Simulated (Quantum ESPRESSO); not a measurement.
## CaCu2O3: parallel and opposed starts

Does CaCu2O3 prefer parallel or opposed moments?

Main program and level: Quantum ESPRESSO 7.5; PBEsol; plane waves with GBRV 1.5 PBEsol potentials, no spin-orbit coupling.

Most raw output is cut from this account.

## Step 1: Starting point

Symmetry: Pmmn, No. 59, orthorhombic system. Conventional cell: a = 4.136 Å, b = 10.089 Å, c = 3.651 Å, α = 90.00°, β = 90.00°, γ = 90.00°. Nearest to Ca lie 6 O at 2.25 to 2.54 Å. Nearest to Cu lie 4 O at 1.87 to 2.07 Å. Nearest to O lie 2 Cu at 1.87 Å and 2 Ca at 2.25 Å. O has 3 Cu at 1.90 to 2.07 Å and 2 Ca at 2.41 to 2.54 Å nearest. Farther neighbours and most contacts between anions are not listed.

The cell comes from Materials Project 2023-11-01, a database of computed structures, and need not be the stable phase.

## Step 2: Run 1, typed as ferro ++++

The signs are those of the starting moments on the seeded atoms, the atoms that are given a moment.

Input file pw.in:

```
&CONTROL
  calculation = 'scf'
  prefix = 'pwscf'
  outdir = './tmp'
  pseudo_dir = './pseudo'
  disk_io = 'nowf'
/
&SYSTEM
  ibrav = 0
  nat = 12
  ntyp = 3
  ecutwfc = 40
  ecutrho = 280
  nbnd = 85
  occupations = 'smearing'
  smearing = 'fd'
  degauss = 0.00367493
  nspin = 2
  starting_magnetization(1) = 0
  starting_magnetization(2) = 0.0526
  starting_magnetization(3) = 0
/
&ELECTRONS
  conv_thr = 2.4d-08
  electron_maxstep = 150
  mixing_beta = 0.3
/
ATOMIC_SPECIES
Ca     40.0780 ca_pbesol_v1.uspp.F.UPF
Cu     63.5460 cu_pbesol_v1.2.uspp.F.UPF
O      15.9990 o_pbesol_v1.2.uspp.F.UPF
CELL_PARAMETERS angstrom
   4.1362830000    0.0000000000    0.0000000000
   0.0000000000   10.0890550000    0.0000000000
   0.0000000000    0.0000000000    3.6512700000
ATOMIC_POSITIONS crystal
Ca      0.0000000000    0.0000000000    0.3877780000
Ca      0.5000000000    0.5000000000    0.6122220000
Cu      0.0000000000    0.6637030000    0.1252790000
Cu      0.0000000000    0.3362970000    0.1252790000
Cu      0.5000000000    0.8362970000    0.8747210000
Cu      0.5000000000    0.1637030000    0.8747210000
O       0.5000000000    0.0000000000    0.6327730000
O       0.0000000000    0.5000000000    0.3672270000
O       0.0000000000    0.1651180000    0.9115780000
O       0.5000000000    0.6651180000    0.0884220000
O       0.5000000000    0.3348820000    0.0884220000
O       0.0000000000    0.8348820000    0.9115780000
K_POINTS automatic
6 2 6 0 0 0
```

Started as:

```console
OMP_NUM_THREADS=1 mpirun -n 4 pw.x -nk 4 -in pw.in > pw.out
```

Wall time 4.6 min (4 MPI ranks of AMD EPYC 7571, shared host); peak memory 1.2 GiB; 18 min of CPU time.

Spin moment in the atom's sphere by atom:

| atom | spin moment in the atom's sphere (μB) |
| --- | --- |
| Ca1 | 0.0000 |
| Ca2 | 0.0000 |
| Cu3 | 0.0000 |
| Cu4 | 0.0000 |
| Cu5 | 0.0000 |
| Cu6 | 0.0000 |
| O7 | 0.0000 |
| O8 | 0.0000 |
| O9 | 0.0001 |
| O10 | 0.0001 |
| O11 | 0.0001 |
| O12 | 0.0001 |

Numbers from this step:

```
smearing term TS       : 0.008700 eV
magnetization          : 0 μB
absolute magnetization : 0 μB
final state            : non-magnetic
```

## Step 3: Run 2 (antiferro +−+−)

pw.in: that of step 2 with these lines changed.

```diff
@@ -10,6 +10,6 @@
   nat = 12
-  ntyp = 3
+  ntyp = 4
   ecutwfc = 40
   ecutrho = 280
-  nbnd = 85
+  nbnd = 83
   occupations = 'smearing'
@@ -20,3 +20,4 @@
   starting_magnetization(2) = 0.0526
-  starting_magnetization(3) = 0
+  starting_magnetization(3) = -0.0526
+  starting_magnetization(4) = 0
 /
@@ -29,3 +30,4 @@
 Ca     40.0780 ca_pbesol_v1.uspp.F.UPF
-Cu     63.5460 cu_pbesol_v1.2.uspp.F.UPF
+Cu1    63.5460 cu_pbesol_v1.2.uspp.F.UPF
+Cu2    63.5460 cu_pbesol_v1.2.uspp.F.UPF
 O      15.9990 o_pbesol_v1.2.uspp.F.UPF
@@ -38,6 +40,6 @@
 Ca      0.5000000000    0.5000000000    0.6122220000
-Cu      0.0000000000    0.6637030000    0.1252790000
-Cu      0.0000000000    0.3362970000    0.1252790000
-Cu      0.5000000000    0.8362970000    0.8747210000
-Cu      0.5000000000    0.1637030000    0.8747210000
+Cu1     0.0000000000    0.6637030000    0.1252790000
+Cu2     0.0000000000    0.3362970000    0.1252790000
+Cu1     0.5000000000    0.8362970000    0.8747210000
+Cu2     0.5000000000    0.1637030000    0.8747210000
 O       0.5000000000    0.0000000000    0.6327730000
```

Elapsed: 5.3 min, on 4 MPI ranks; peak memory 1.2 GiB.

The spin moment in the atom's sphere vanishes on all atoms.

Read from the output:

```yaml
smearing_term_ts: 0.008700 eV
magnetization: 0 μB
absolute_magnetization: 0 μB
final_state: non-magnetic
```

## Step 4: Run 3 (antiferro ++−−)

pw.in: that of step 3 with these lines changed.

```diff
@@ -41,4 +41,4 @@
 Cu1     0.0000000000    0.6637030000    0.1252790000
-Cu2     0.0000000000    0.3362970000    0.1252790000
-Cu1     0.5000000000    0.8362970000    0.8747210000
+Cu1     0.0000000000    0.3362970000    0.1252790000
+Cu2     0.5000000000    0.8362970000    0.8747210000
 Cu2     0.5000000000    0.1637030000    0.8747210000
```

Wall time 4.9 min (4 MPI ranks); peak memory 1.2 GiB; 19 min of CPU time.

Spin moment in the atom's sphere by atom:

| atom | spin moment in the atom's sphere (μB) |
| --- | --- |
| Ca1 | 0.0000 |
| Ca2 | 0.0000 |
| Cu3 | 0.0000 |
| Cu4 | 0.0000 |
| Cu5 | -0.0001 |
| Cu6 | -0.0001 |
| O7 | 0.0000 |
| O8 | 0.0000 |
| O9 | 0.0000 |
| O10 | 0.0000 |
| O11 | 0.0000 |
| O12 | 0.0000 |

Read from the output:

| Property | Result |
| --- | --- |
| smearing term TS | 0.008699 eV |
| magnetization | 0 μB |
| absolute magnetization | 0 μB |
| final state | non-magnetic |

## Step 5: Ranking

An order is kept where moments of 0.15 μB or more survive with the typed signs; meshes match where a doubled cell samples the same k points as the first cell.

Orders:

| start | final state | typed order kept | energy over the lowest (meV a seeded atom) | largest site moment (μB) | net moment (μB a cell of the first run) | mesh matched | CPU time (s) |
| --- | --- | --- | --- | --- | --- | --- | --- |
| ferro ++++ | non-magnetic | no | 0 | 0 | 0 | yes | 1094 |
| antiferro +-+- | non-magnetic | no | 0 | 0 | 0 | yes | 1259 |
| antiferro ++-- | non-magnetic | no | 0.003194 | 0 | 0 | yes | 1166 |

## Step 6: What came out

- lowest state found: non-magnetic (from ferro ++++, antiferro +-+- and antiferro ++--)
- largest site moment: 0 μB

**Reading.** The lowest state carries no moment, and no start kept one. Only these 3 starts were compared; other wavevectors, canted and longer-period orders were not. No Hubbard term acts here. In such compounds local and semilocal functionals without one often delocalise the d electrons, and can shrink or lose moments and miss the size, sign and order of the couplings.

[Logs and program files are shortened in this print: banners, set-up blocks, solver, clock and traceback lines can be left out without a mark of their own.]

[Logs are printed without paths, hosts, clocks, repeated set-up lines and the standing remarks that a program may print on its own settings, such as how far it seeks lower states.]

[Hosts, paths, dates, database ids (printed as entryN), source tags and the programs' standing remarks are cut or masked in the printed files.]

[Where a cell is said to come from a database of computed structures, the database is the Materials Project.]
